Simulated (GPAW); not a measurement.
# free-standing triangular Mo monolayer, spacing 2.603 A: which magnetic order is lowest

Does free-standing triangular Mo monolayer, spacing 2.603 A prefer parallel or opposed moments, or none?

Calculated with GPAW 26.7.0; revPBE; plane waves with GPAW's PAW setups, scalar-relativistic.

Report form: the programs' logs are mostly left out.

## (1) Set-up

The cell holds 1 atom: 1 Mo. Its edges and angles: a = 2.603 Å, b = 2.603 Å, c = 14.000 Å, α = 90.0°, β = 90.0°, γ = 120.0°. model lattice. Vacuum lies along c.

Structure file:

```cif
data_structure
_symmetry_space_group_name_H-M 'P 1'
_symmetry_Int_Tables_number 1
_cell_length_a 2.6030
_cell_length_b 2.6030
_cell_length_c 14.0000
_cell_angle_alpha 90.000
_cell_angle_beta 90.000
_cell_angle_gamma 120.000
_cell_volume 82.15
loop_
_atom_site_label
_atom_site_type_symbol
_atom_site_fract_x
_atom_site_fract_y
_atom_site_fract_z
_atom_site_occupancy
Mo1 Mo 0.00000 0.00000 0.50000 1
```

## (2) Run 1 (ferro +)

Parallel moments need no larger cell; this start tests for a ferromagnetic state only.

order1.py reads:

```python
import json
import numpy as np
from ase import Atoms
from ase.parallel import paropen, parprint
from gpaw import GPAW

atoms = Atoms(['Mo'],
    cell=[[2.603, 0.0, 0.0],
         [-1.3015, 2.254264, 0.0],
         [0.0, 0.0, 14.0]],
    scaled_positions=[[0.0, 0.0, 0.5]],
    pbc=True,
    magmoms=[1.0])
atoms.calc = GPAW(mode={'name': 'pw', 'ecut': 550},
    xc='revPBE',
    kpts={'size': (12, 12, 1), 'gamma': True},
    occupations={'name': 'fermi-dirac', 'width': 0.05},
    convergence={'density': 1e-05, 'energy': 1e-05},
    maxiter=200,
    symmetry={'tolerance': 1e-4},
    txt='order1.txt')
e = atoms.get_potential_energy(force_consistent=True)
res = {'free_energy': e, 'energy_sigma0': atoms.get_potential_energy(), 'fermi_energy': atoms.calc.get_fermi_level()}
res['moments'] = atoms.get_magnetic_moments().tolist()
res['total'] = atoms.get_magnetic_moment()
parprint('site moments (muB):', np.round(res['moments'], 3))
parprint(f"total moment: {res['total']:.3f} muB")
parprint(f'free energy: {e:.6f} eV')
atoms.calc.write('order1.gpw')
n = atoms.calc.get_pseudo_density()
up, down = (atoms.calc.get_pseudo_density(spin=i) for i in (0, 1))
np.savez('grids.npz', density=n, spin=up - down)
with paropen('results.json', 'w') as f:
    json.dump(res, f)
```

The run is started by

```
OMP_NUM_THREADS=1 python3 order1.py > order1.log
```

The job ended after 11 s (1 MPI rank of AMD EPYC 9R45, shared host; peak memory 0.19 GiB).

Numbers from this step:

```
final state : non-magnetic
```

After 12 cycles the seed has died away: no moment is left.

## (3) Start 2: antiferro q=(0,1/2,0) +-

Another pattern of signs weighs the neighbour shells otherwise.

This order needs a doubled cell of 2 atoms. Its mesh is chosen so that both cells sample the same points.

order2.py is the script of step 2 with these lines changed:

```diff
@@ -6,12 +6,13 @@
 
-atoms = Atoms(['Mo'],
+atoms = Atoms(['Mo', 'Mo'],
     cell=[[2.603, 0.0, 0.0],
-         [-1.3015, 2.254264, 0.0],
+         [-2.603, 4.508528, 0.0],
          [0.0, 0.0, 14.0]],
-    scaled_positions=[[0.0, 0.0, 0.5]],
+    scaled_positions=[[0.0, 0.0, 0.5],
+         [0.0, 0.5, 0.5]],
     pbc=True,
-    magmoms=[1.0])
+    magmoms=[1.0, -1.0])
 atoms.calc = GPAW(mode={'name': 'pw', 'ecut': 550},
     xc='revPBE',
-    kpts={'size': (12, 12, 1), 'gamma': True},
+    kpts={'size': (12, 6, 1), 'gamma': True},
     occupations={'name': 'fermi-dirac', 'width': 0.05},
@@ -20,3 +21,3 @@
     symmetry={'tolerance': 1e-4},
-    txt='order1.txt')
+    txt='order2.txt')
 e = atoms.get_potential_energy(force_consistent=True)
@@ -28,3 +29,3 @@
 parprint(f'free energy: {e:.6f} eV')
-atoms.calc.write('order1.gpw')
+atoms.calc.write('order2.gpw')
 n = atoms.calc.get_pseudo_density()
```

The run is started by

```
OMP_NUM_THREADS=1 python3 order2.py > order2.log
```

Run time: 75 s. Hardware: 1 MPI rank; peak memory 0.38 GiB.

This step gave:

| Quantity | Value |
| --- | --- |
| final state | non-magnetic |

It ends in the same state without moments as the first start; the 0.0059 meV between them is numerical noise.

## (4) Start 3: no spin polarisation

This run holds no moments, which gives a state to set the others against.

nospin.py reads:

```python
import json
import numpy as np
from ase import Atoms
from ase.parallel import paropen, parprint
from gpaw import GPAW

atoms = Atoms(['Mo'],
    cell=[[2.603, 0.0, 0.0],
         [-1.3015, 2.254264, 0.0],
         [0.0, 0.0, 14.0]],
    scaled_positions=[[0.0, 0.0, 0.5]],
    pbc=True)
atoms.calc = GPAW(mode={'name': 'pw', 'ecut': 550},
    xc='revPBE',
    kpts={'size': (12, 12, 1), 'gamma': True},
    occupations={'name': 'fermi-dirac', 'width': 0.05},
    convergence={'density': 1e-05, 'energy': 1e-05},
    maxiter=200,
    symmetry={'tolerance': 1e-4},
    txt='nospin.txt')
e = atoms.get_potential_energy(force_consistent=True)
res = {'free_energy': e, 'energy_sigma0': atoms.get_potential_energy(), 'fermi_energy': atoms.calc.get_fermi_level()}
parprint(f'free energy: {e:.6f} eV')
atoms.calc.write('nospin.gpw')
with paropen('results.json', 'w') as f:
    json.dump(res, f)
```

The run is started by

```
OMP_NUM_THREADS=1 python3 nospin.py > nospin.log
```

Elapsed: 6.6 s, on 1 MPI rank; peak memory 0.16 GiB.

Numbers from this step:

```
final state : non-magnetic (no spin polarisation)
```

It ends in the same state without moments as the first start; the 9.7e-8 meV between them is numerical noise.

## (5) The states side by side

These are free energies at a smearing of 0.05 eV, so its entropy term is in the differences. They are divided by the number of seeded atoms, so that cells of unlike size compare. Wavevectors q in the names are fractions of the reciprocal vectors of the first run's cell.

Orders:

| start | final state | typed order kept | energy over the lowest (meV a seeded atom) | largest site moment (μB) | net moment (μB a primitive cell) | mesh matched | CPU time (s) |
| --- | --- | --- | --- | --- | --- | --- | --- |
| ferro + | non-magnetic | no | 0 | 0 | 0 | yes | 10.78 |
| antiferro q=(0,1/2,0) +- | non-magnetic | no | 0.005907 | 5.85e-5 | 0 | yes | 74.56 |
| no spin polarisation | non-magnetic | - | 0 | 0 | 0 | yes | 6.49 |

## (6) Outcome

```
lowest state found  : non-magnetic (typed ferro +)
largest site moment : 0 μB
```

The lowest state carries no moment above 0.15 μB, and no start kept one. Only 3 starts are shown; other collinear patterns, canted and longer-period orders are not.

[Logs and program files are shortened in this print: banners, set-up blocks, solver, clock and traceback lines can be left out without a mark of their own.]

[Logs are printed without paths, hosts, clocks, repeated set-up lines and the standing remarks that a program may print on its own settings, such as how far it seeks lower states.]

[Hosts, paths, dates, database ids (printed as entryN), source tags and the programs' standing remarks are cut or masked in the printed files.]

[Where a cell is said to come from a database of computed structures, the database is the Materials Project.]
